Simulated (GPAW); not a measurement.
## A GW chain in GPAW: CaGaSnH (P3m1)

Wanted: ground state, empty states, screening and self-energy for CaGaSnH (P3m1).

Main program and level: GPAW 26.7.0; LDA and many-body steps on it, plane waves.

## (1) Set-up

Symmetry: P3m1, No. 156, trigonal system. The conventional cell has a = 4.385 Å, b = 4.385 Å, c = 4.968 Å, α = 90.00°, β = 90.00°, γ = 120.00°. Nearest to Ca lie 3 H at 2.54 Å. Nearest to Ga lie 1 H at 1.73 Å and 3 Sn at 2.67 Å. Nearest to Sn lie 3 Ga at 2.67 Å. H has 1 Ga at 1.73 Å and 3 Ca at 2.54 Å nearest. Farther neighbours are not listed.

The cell and positions come from the Crystallography Open Database and are kept as given unless a step says otherwise.

## (2) Ground state

This step: GPAW 26.7.0; DFT, LDA, plane waves, PAW.

The ground-state density comes first.

Contents of run.py:

```python
import json
import numpy as np
from gpaw.mpi import world
from ase import Atoms
from gpaw import GPAW, PW, FermiDirac

atoms = Atoms(['Ca', 'Ga', 'Sn', 'H'],
    cell=[[4.3852000000, 0.0000000000, 0.0000000000],
      [-2.1926000000, 3.7976946007, 0.0000000000],
      [0.0000000000, 0.0000000000, 4.9679000000]],
    scaled_positions=[[0.3333333333, 0.6666666667, 0.0000000000],
      [0.0000000000, 0.0000000000, 0.6164000000],
      [0.6666666667, 0.3333333333, 0.4465000000],
      [0.0000000000, 0.0000000000, 0.9640000000]],
    pbc=(True, True, True))
calc = GPAW(mode=PW(600),
    xc='LDA',
    kpts={'size': (6, 6, 6), 'gamma': True},
    occupations=FermiDirac(0.001),
    nbands=-8,
    convergence={'density': 1e-6, 'bands': -3},
    maxiter=100,
    txt='gs.txt')
atoms.calc = calc
res = {'energy': atoms.get_potential_energy()}
kpts = calc.get_ibz_k_points()
res['kpts'] = kpts
res['eigenvalues'] = [calc.get_eigenvalues(kpt=k) for k in range(len(kpts))]
res['n_electrons'] = calc.get_number_of_electrons()
calc.write('gs.gpw')

if world.rank == 0:
    with open('result.json', 'w') as f:
        json.dump(res, f, default=lambda x: x.tolist())
```

Command:

```
mpirun -n 4 gpaw python run.py
```

Numbers of over 12 decimals in the logs are rounded to 6 here.

Output:

```text
__  _  _
 | _ |_)|_||  |
 |__||  | ||/\| - 26.7.0

Input parameters:
  mode=PW(ecut=600.0),
  convergence={'density': 1e-06, 'bands': -3},
  kpts=MonkhorstPack(size=(6, 6, 6), gamma=True),
  maxiter=100,
  nbands=-8,
  occupations=Occupations(name='fermi-dirac', width=0.001, fixmagmom=False),
  xc=XC(name='LDA')
  [... matrices ...]
Diagonalizing LCAO Hamiltonian
Converting LCAO to pw mode

       H

       Ga
             Sn

         Ca

Atoms  # Å, Bohr magnetons
|   | symbol |         x |        y |        z |    initial magnetic moments |
| 0 |     Ca | -0.000000 | 2.531796 | 0.000000 | ( 0.0000,  0.0000,  0.0000) |
| 1 |     Ga |  0.000000 | 0.000000 | 3.062214 | ( 0.0000,  0.0000,  0.0000) |
| 2 |     Sn |  2.192600 | 1.265898 | 2.218167 | ( 0.0000,  0.0000,  0.0000) |
| 3 |      H |  0.000000 | 0.000000 | 4.789056 | ( 0.0000,  0.0000,  0.0000) |

Unit cell  # Å
| periodic |         x |        y |        z |  lengths |     angles |
|      yes |  4.385200 | 0.000000 | 0.000000 | 4.385200 |  90.000000 |
|      yes | -2.192600 | 3.797695 | 0.000000 | 4.385200 |  90.000000 |
|      yes |  0.000000 | 0.000000 | 4.967900 | 4.967900 | 120.000000 |

Number of symmetries: 6
Symmetry operations  # r_c * U_cc + t_c -> r_c
|   | kind |            matrix            |
| 0 |  σ   |  1, 1, 0,  0,-1, 0,  0, 0, 1 |
| 1 |  E   |  1, 0, 0,  0, 1, 0,  0, 0, 1 |
| 2 |  C3  |  0, 1, 0, -1,-1, 0,  0, 0, 1 |
| 3 |  σ   |  0,-1, 0, -1, 0, 0,  0, 0, 1 |
| 4 |  σ   | -1, 0, 0,  1, 1, 0,  0, 0, 1 |
| 5 |  C3  | -1,-1, 0,  1, 0, 0,  0, 0, 1 |

BZ-sampling:
  Number of BZ points: 216
  Number of IBZ points: 34

  Monkhorst-Pack size: [6, 6, 6]
  Monkhorst-Pack shift: [0.083333, 0.083333, 0.083333]

K-points  # in reciprocal-cell coordinates
|     |                                coordinates |     weight |
|   0 | (  0.00000000,   0.00000000,   0.00000000) | 0.00462963 |
|   1 | (  0.00000000,   0.00000000,   0.16666667) | 0.00925926 |
|   2 | (  0.00000000,   0.00000000,   0.33333333) | 0.00925926 |
|   3 | (  0.00000000,   0.00000000,   0.50000000) | 0.00462963 |
|   4 | (  0.16666667,   0.00000000,  -0.33333333) | 0.02777778 |
|   5 | (  0.16666667,   0.00000000,  -0.16666667) | 0.02777778 |
|   6 | (  0.16666667,   0.00000000,   0.00000000) | 0.02777778 |
|   7 | (  0.16666667,   0.00000000,   0.16666667) | 0.02777778 |
|   8 | (  0.16666667,   0.00000000,   0.33333333) | 0.02777778 |
|   9 | (  0.16666667,   0.00000000,   0.50000000) | 0.02777778 |
| ... |                                            |            |
|  33 | (  0.50000000,   0.50000000,   0.50000000) | 0.01388889 |

Plane wave coefficients: 2780
Cutoff: 600.0 eV

Spin-components: 1 (collinear spins)
Bands:           22
Projectors:      19
Spin-degeneracy: 2
Datatype:        complex128

  Storage: CPU
  Wave functions: 32_756_416 bytes (8_189_104 per core)
  Projectors: 47_645_696 bytes (11_911_424 per core)
  [... matrices ...]
Parallelization:
  kpt:    4
  domain: 1
  band:   1

Density:
  Valence electrons: 28.0
  Components: 1
  Grid points: [25 25 30]
  Charge: 0.0  # |e|

Potential:
  Grid points: [25 25 30]

species:
  Ca:
    name:    Calcium
    Z:       20.0
    valence: 10
    core:    10
    charge:  0.0  # [|e|]
    compensation charges:
      type: gauss
      rc: 0.37  # [Å]
      lmax: 2
    cutoffs:
      filter: 2.10  # [Å]
      core: 1.17  # [Å]
    projectors
    | kind |    occ | energy [eV] | rcut [Å] |
    |   3s |  2.000 |     -46.826 |    1.175 |
    |   4s |  2.000 |      -3.864 |    1.175 |
    |   3p |  6.000 |     -27.986 |    1.154 |
    |    p |        |      -0.774 |    1.154 |
    |    d |        |       0.000 |    0.937 |

    Using partial waves for Ca as LCAO basis

  Ga:
    name:    Gallium
    Z:       31.0
    valence: 3
    core:    28
    charge:  0.0  # [|e|]
    compensation charges:
      type: gauss
      rc: 0.37  # [Å]
      lmax: 2
    cutoffs:
      filter: 2.06  # [Å]
      core: 4.17  # [Å]
    projectors
    | kind |    occ | energy [eV] | rcut [Å] |
    |   4s |  2.000 |      -9.167 |    1.164 |
    |   4p |  1.000 |      -2.734 |    1.164 |
    |    s |        |      18.045 |    1.164 |
    |    p |        |      24.478 |    1.164 |
    |    d |        |       0.000 |    1.164 |

    Using partial waves for Ga as LCAO basis

  Sn:
    name:    Tin
    Z:       50.0
    valence: 14
    core:    36
    charge:  0.0  # [|e|]
    compensation charges:
      type: gauss
      rc: 0.38  # [Å]
      lmax: 2
    cutoffs:
      filter: 2.23  # [Å]
      core: 2.35  # [Å]
    projectors
    | kind |    occ | energy [eV] | rcut [Å] |
    |   5s |  2.000 |     -10.799 |    1.201 |
    |   5p |  2.000 |      -3.869 |    1.270 |
    |   4d | 10.000 |     -25.910 |    1.185 |
    |    s |        |      16.413 |    1.201 |
    |    p |        |      23.342 |    1.270 |
    |    d |        |       1.302 |    1.185 |

    Using partial waves for Sn as LCAO basis

  H:
    name:    Hydrogen
    Z:       1.0
    valence: 1
    core:    0
    charge:  0.0  # [|e|]
    compensation charges:
      type: gauss
      rc: 0.15  # [Å]
      lmax: 2
    cutoffs:
      filter: 0.85  # [Å]
      core: 0.53  # [Å]
    projectors
    | kind |    occ | energy [eV] | rcut [Å] |
    |   1s |  1.000 |      -6.353 |    0.476 |
    |    s |        |      20.858 |    0.476 |
    |    p |        |       0.000 |    0.476 |

    Using partial waves for H as LCAO basis

Reference energy: -239152.184727  # eV

eigensolver:
  PPCG
  Converge bands: -3
  niter=2

density mixing:
  MSR1-Mixer
  Pratt-step length: 0.05
  Maximum mixing coefficient: 0.75
  Old densities: 10
  SVD Regularization: 0.005
  Good broyden scale: 1.0
  Trust region scale: 1.0
  Backstep threshold: 4.0
  History deletion threshold: 6.0
  Fourier metric: weight=20.0, sigma=0.015

occupation numbers:
  Fermi-Dirac:
    width: 0.0010  # eV

poisson solver:
  ecut: 4800.0  # eV

xc functional:
  name: None

Initialization done in: 1.202 s

convergence criteria:
- Maximum integral of absolute [dens]ity change: 1e-06 electrons / valence electron
- Maximum [total energy] change in last 3 cyles: 0.0005 eV / valence electron
- Maximum integral of absolute [eigenst]ate change: 4e-08 eV^2 / valence electron
maximum number of iterations: 100

SCF iterations
|iter     |     time |      energy | eigst |  dens |
|iter:   1|  |  -16.024644 | +1.21 |       |
|iter:   2|  |  -16.079089 | +0.49 | -1.23 |
|iter:   3|  |  -15.933738 | -0.35 | -1.28 |
|iter:   4|  |  -15.867593 | -1.19 | -1.53 |
|iter:   5|  |  -15.829162 | -1.37 | -1.83 |
|iter:   6|  |  -15.827922 | -2.56 | -2.44 |
|iter:   7|  |  -15.827877c| -3.93 | -2.86 |
|iter:   8|  |  -15.827868c| -4.60 | -3.31 |
|iter:   9|  |  -15.827868c| -5.95 | -4.20 |
|iter:  10|  |  -15.827868c| -6.96 | -4.68 |
|iter:  11|  |  -15.827868c| -7.62c| -5.38 |
|iter:  12|  |  -15.827868c| -8.30c| -6.15c|

Converged in 12 steps
SCF loop duration: 9.137 s (0.761 s/step)
Energy contributions relative to reference atoms: (reference = -239152.184727)
  [... matrices ...]
Energy contributions:
  Kinetic:          16.725758
  Coulomb:         -12.356962
  Zero:             -0.520210
  External:          0.000000
  Xc:              -19.676453
  Entropy:          -0.000000
  Spinorbit:         0.000000
  ----------------------------
  Free energy:     -15.827868
  Extrapolated:    -15.827868

dipole moment: (-7.103819, -11.427254, -14.782462)  # |e|*Ang

Fermi level: 5.558
Eigenvalues  # (at kpt = [0.000, 0.000, 0.000])
| band index |      eig [eV] | occ [0-2] |
|          0 |       -36.023 |     2.000 |
|        ... |               |           |
|          6 |       -15.584 |     2.000 |
|          7 |       -15.584 |     2.000 |
|          8 |       -15.579 |     2.000 |
|          9 |        -4.764 |     2.000 |
|         10 |         0.477 |     2.000 |
|         11 |         3.117 |     2.000 |
|         12 |         4.782 |     2.000 |
|         13 |         4.782 |     2.000 |
|         14 |         6.331 |     0.000 |
|         15 |         8.030 |     0.000 |
|         16 |         8.030 |     0.000 |
|         17 |         8.131 |     0.000 |
|         18 |         8.327 |     0.000 |
|         19 |         8.327 |     0.000 |
|         20 |         8.952 |     0.000 |
|         21 |         8.952 |     0.000 |

Gap: 0.183 eV
Transition (v -> c):
  (s=0, k=3, n=13, [0.00, 0.00, 0.50]) -> (s=0, k=20, n=14, [0.33, 0.33, 0.00])
Direct/indirect transitions are different
Direct gap: 0.626 eV
Transition at: (s=0, k=3, n=13, [0.00, 0.00, 0.50])
# Writing to gs.gpw (mode='')
  [... matrices ...]
```

Wall time 12 s (4 MPI ranks of Arm Neoverse V1, shared host); peak memory 0.74 GiB.

Numbers from this step:

- total energy: -15.83 eV
- gap: 0.1830 eV
- k of the valence top: 0, 0, 0.5
- k of the conduction bottom: 0.3333, 0.3333, 0
- least direct gap: 0.6255 eV

The gap is indirect, with the least direct gap 0.44 eV higher.

## (3) Empty states on the mesh, 3×3×2 mesh, 288 bands

The sums over transitions need many empty states on a uniform mesh; this step solves for them.

Contents of run.py:

```python
import json
import numpy as np
from gpaw.mpi import world
from gpaw import GPAW

calc = GPAW('gs.gpw').fixed_density(kpts={'size': (3, 3, 2), 'gamma': True},
    parallel={'domain': 1, 'band': 1},
    txt='nscf.txt')
calc.diagonalize_full_hamiltonian(nbands=288)
calc.write('full.gpw', mode='all')
res = {}
kpts = calc.get_ibz_k_points()
res['kpts'] = kpts
res['eigenvalues'] = [calc.get_eigenvalues(kpt=k) for k in range(len(kpts))]
res['n_electrons'] = calc.get_number_of_electrons()

if world.rank == 0:
    with open('result.json', 'w') as f:
        json.dump(res, f, default=lambda x: x.tolist())
```

Command:

```
mpirun -n 4 gpaw python run.py
```

Output:

```text
Diagonalizing LCAO Hamiltonian
Converting LCAO to pw mode
convergence criteria:
- Maximum integral of absolute [eigenst]ate change: 4e-08 eV^2 / valence electron
maximum number of iterations: 100

SCF iterations
|iter     |     time |      energy | eigst |  dens |
|iter:   1|  |             | +1.21 |       |
|iter:   2|  |             | +0.65 |       |
|iter:   3|  |             | +0.22 |       |
[...]
|iter:  14|  |             | -6.96 |       |
|iter:  15|  |             | -7.32 |       |
|iter:  16|  |             | -7.64c|       |
SCF steps: 16
  __  _  _
 | _ |_)|_||  |
 |__||  | ||/\| - 26.7.0

Input parameters:
  mode=PW(ecut=600.0),
  convergence={'density': 1e-06, 'bands': -3},
  gpts=array([25, 25, 30]),
  kpts=MonkhorstPack(size=(3, 3, 2), gamma=True),
  maxiter=100,
  nbands=22,
  occupations=Occupations(name='fermi-dirac', width=0.001, fixmagmom=False),
  parallel={'domain': 1, 'band': 1},
  xc=XC(name='LDA')
Matrix size: 2737x2737
# Writing to full.gpw (mode='all')
  [... matrices ...]

timing:  # [seconds]
  Total: 37.839  # ━━━━━━━━━━━━━━━━━━━━━━━━━━━━━━━━━━━━━━━━━━━━━━━━━━━━━━━━━━
```

The job ended after 43 s (4 MPI ranks; peak memory 2.6 GiB).

This step gave:

- gap: 0.1830 eV
- k of the valence top: 0, 0, 0.5
- k of the conduction bottom: 0.3333, 0.3333, 0
- least direct gap: 0.6255 eV
- k points computed: 6
- lowest point of the top converged band, above the valence top: 116.6249 eV

On this mesh the gap is 0.183 eV.

## (4) Screening and self-energy, 3×3×2 mesh, 129 bands, screening to 78 eV

G0W0 replaces the xc potential by the self-energy, built once from these orbitals. Only a window of levels is corrected, while the sums run over the empty bands that the input names.

This step: G0W0 on LDA, plane waves, PAW.

Contents of run.py:

```python
import json
import numpy as np
from gpaw.mpi import world
from gpaw.response.g0w0 import G0W0

gw = G0W0('full.gpw',
    filename='gw',
    kpts=[0, 1, 4],
    bands=(12, 16),
    ecut=78,
    nbands=129,
    integrate_gamma='WS',
    ppa=True)
gw.calculate()
res = {mode: {k: v for k, v in r.items() if k != 'sigma_eskwn'}
       for mode, r in gw.all_results.items()}

if world.rank == 0:
    with open('result.json', 'w') as f:
        json.dump(res, f, default=lambda x: x.tolist())
```

Command:

```
mpirun -n 4 gpaw python run.py
```

Output:

```text
Using integrator: PointIntegrator
FrequencyGridDescriptor(from 0.000+0.000j to 0.000+27.211j eV, 2 points)
Nonperiodic BCs:  [False False False]
Using integrator: PointIntegrator
FrequencyGridDescriptor(from 0.000+0.000j to 0.000+27.211j eV, 2 points)
Nonperiodic BCs:  [False False False]
  ___  _ _ _
 |   || | | |
 | | || | | |
 |__ ||_____|
 |___|

BZ k-points: Symmetries present (total): 6

  [... matrices ...]
18 k-points: 3 x 3 x 2 Monkhorst-Pack grid + [0.000000,0.000000,1/4]
6 k-points in the irreducible part of the Brillouin zone
       k-points in crystal coordinates                weights
   0:     0.00000000    0.00000000    0.00000000          1/18
   1:     0.00000000    0.00000000    0.50000000          1/18
   2:     0.33333333    0.00000000    0.00000000          6/18
   3:     0.33333333    0.00000000    0.50000000          6/18
   4:     0.33333333    0.33333333    0.00000000          2/18
   5:     0.33333333    0.33333333    0.50000000          2/18

Distributing spins, k-points and bands (1 x 3 x 4) over 4 processes
Number of blocks: 1

Quasi particle states:
k-points (IBZ indices): [0, 1, 4]
Band range: (12, 16)
  [... matrices ...]
Computational parameters:
Plane wave cut-off: 78 eV
Number of bands: 129
Coulomb cutoff: None
Broadening: 0.1 eV

fxc modes: GW
Kernel: RPA
Using Godby-Needs plasmon-pole approximation:
  Fitting energy: i*E0, E0 = 1.000 Hartree
Summing all q:

Calculating screened Coulomb potential
No Coulomb truncation
FrequencyGridDescriptor(from 0.000+0.000j to 0.000+27.211j eV, 2 points)
Removing empty qpoint cache files...

Calculating chi0 body with:
    Ground state adapter containing:
    Number of spins: 1
    Number of kpoints: 18
    Number of irreducible kpoints: 6
    Number of completely occupied states: 14
    Number of partially occupied states: 14
    Occupied states memory: 4.005432 M / cpu

    Linear response parametrization:
    q_c: [0.0, 0.0, 0.0]
    Number of frequency points: 2
    Planewave cutoff: 78.0
    Number of bands: 129
    Number of planewaves: 121
    Broadening (eta): 1e-06
    comm.size: 4
    kncomm.size: 4
    blockcomm.size: 1

    Memory estimate of potentially large arrays:
        chi0_wGG: 0.446808 M / cpu
Integrating chi0 body.

Symmetries of q_c:
    Direct symmetries (Uq -> q): 6
    Indirect symmetries (TUq -> q): 6
In total 12 allowed symmetries.

  [... matrices ...]
6 groups of equivalent kpoints. 66.666667% reduction.

Integral kind: response function
Integrating chi0 head and wings.

Symmetries of q_c:
    Direct symmetries (Uq -> q): 6
    Indirect symmetries (TUq -> q): 6
In total 12 allowed symmetries.

  [... matrices ...]
6 groups of equivalent kpoints. 66.666667% reduction.

Integral kind: response function wings

Calculating chi0 body with:
    Ground state adapter containing:
    Number of spins: 1
    Number of kpoints: 18
    Number of irreducible kpoints: 6
    Number of completely occupied states: 14
    Number of partially occupied states: 14
    Occupied states memory: 4.005432 M / cpu

[... the further q-points ...]

Results:
f:      Occupation numbers
eps:     KS-eigenvalues [eV]
vxc:     KS vxc [eV]
exx:     Exact exchange [eV]
sigma:   Self-energies [eV]
dsigma:  Self-energy derivatives
Z:       Renormalization factors
qp:      QP-energies [eV]

k-point 0 (0): (0.000, 0.000, 0.000)                GW
band       f     eps     vxc     exx   sigma  dsigma       Z      qp
                                                                   GW
  12   1.000   4.782 -12.672 -13.096   0.611  -0.279   0.782   4.929
  13   1.000   4.782 -12.672 -13.096   0.611  -0.279   0.782   4.929
  14   0.000   6.331 -12.770  -8.212  -3.798  -0.275   0.785   6.928
  15   0.000   8.030 -14.094  -7.976  -4.789  -0.302   0.768   9.050

k-point 1 (1): (0.000, 0.000, 0.500)                GW
band       f     eps     vxc     exx   sigma  dsigma       Z      qp
                                                                   GW
  12   1.000   5.527 -13.266 -13.908   0.707  -0.271   0.787   5.578
  13   1.000   5.527 -13.266 -13.908   0.707  -0.271   0.787   5.578
  14   0.000   6.152 -14.915  -9.923  -3.774  -0.273   0.786   7.110
  15   0.000   6.523 -13.197  -8.024  -4.053  -0.285   0.778   7.395

k-point 2 (4): (0.333, 0.333, 0.000)                GW
band       f     eps     vxc     exx   sigma  dsigma       Z      qp
                                                                   GW
  12   1.000   2.542 -12.503 -14.790   2.014  -0.306   0.766   2.333
  13   1.000   4.522 -12.080 -12.409   0.522  -0.285   0.778   4.672
  14   0.000   5.710 -11.871  -7.549  -3.627  -0.277   0.783   6.254
  15   0.000   7.480 -12.433  -6.652  -4.678  -0.290   0.775   8.335
```

Run time: 20 s. Hardware: 4 MPI ranks; peak memory 1.4 GiB.

This step gave:

| Quantity | Value |
| --- | --- |
| G0W0 gap on the points computed | 0.6768 eV |
| least direct G0W0 gap on the computed points | 1.532 eV |
| Z at the valence top | 0.7867 |
| Z at the conduction bottom | 0.7832 |
| starting gap on the mesh | 0.1830 eV |
| k of the valence top | 0, 0, 0.5 |
| k of the conduction bottom | 0.3333, 0.3333, 0 |

The gap on the mesh goes from 0.18 eV to 0.68 eV, a correction of +0.49 eV.

Limits: finite bands, cutoff and mesh; no spin-orbit coupling; coarse k mesh. v1 is the top filled band, c1 the lowest empty one. The levels before and after the correction (eV, zero at the valence-band top of each column):

```csv
,conduction bottom,valence top
Kohn-Sham,0.18,0.00
G0W0,0.68,0.00
```

```csv
,level,energy (eV)
Kohn-Sham,(0 0 0.5) v2-v1,0.000
Kohn-Sham,(0 0 0.5) c1,0.626
Kohn-Sham,(0 0 0.5) c2,0.996
Kohn-Sham,(0.333 0.333 0) v2,-2.985
Kohn-Sham,(0.333 0.333 0) v1,-1.004
Kohn-Sham,(0.333 0.333 0) c1,0.183
Kohn-Sham,(0.333 0.333 0) c2,1.953
G0W0,(0 0 0.5) v2-v1,0.000
G0W0,(0 0 0.5) c1,1.532
G0W0,(0 0 0.5) c2,1.817
G0W0,(0.333 0.333 0) v2,-3.245
G0W0,(0.333 0.333 0) v1,-0.906
G0W0,(0.333 0.333 0) c1,0.677
G0W0,(0.333 0.333 0) c2,2.757
```

## (5) Where the time went

Times are wall times on 4 MPI ranks of Arm Neoverse V1, shared host, good to a factor of about two.

```csv
step,time,share,memory (GiB)
ground state,12 s,16 %,0.74
empty states on the mesh,43 s,57 %,2.6
screening and self-energy,20 s,27 %,1.4
```

## (6) Results

* LDA gap: 0.18 eV, indirect
* G0W0 gap on the mesh: 0.68 eV
* GW settings: 3×3×2 mesh, 129 bands, screening to 78 eV, Godby-Needs plasmon pole
* known limits: not at the basis limit; no spin-orbit coupling; coarse k mesh

G0W0 moves the gap on the mesh from 0.18 eV to 0.68 eV (+0.49 eV), with Z of 0.79 and 0.78 at the edges. Only 3 of the mesh's irreducible points were corrected, so a valley elsewhere could overtake. The dearest step here is «empty states on the mesh». Bands and cutoff are finite, so the gap is not at the basis limit. The miss can reach some tenths of an eV and take either sign; the mesh is an error of its own. These stock PAW sets were not made for GW; the filled d or f shell of Ga lies in the frozen core, which bears on start and correction. In the G0W0 run levels were corrected at 3 k points alone, so a gap called «on the mesh» is the least over those, and an edge elsewhere would be missed. The 3×3×2 mesh is coarse for this cell, which bears on the long-range parts of exchange and screening. The many-body steps are scalar-relativistic: spin-orbit coupling is not in them.

[Paths, hosts, dates, memory and timing lines, banners, echoed tables and standing remarks are left out of the program output.]

[Logs are printed without paths, hosts, clocks, repeated set-up lines and the standing remarks that a program may print on its own settings, such as how far it seeks lower states.]

[Runs of the session that timed out or met a known fault of the program may be left out.]

[Hosts, paths, dates, database ids (printed as entryN), source tags and the programs' standing remarks are cut or masked in the printed files.]
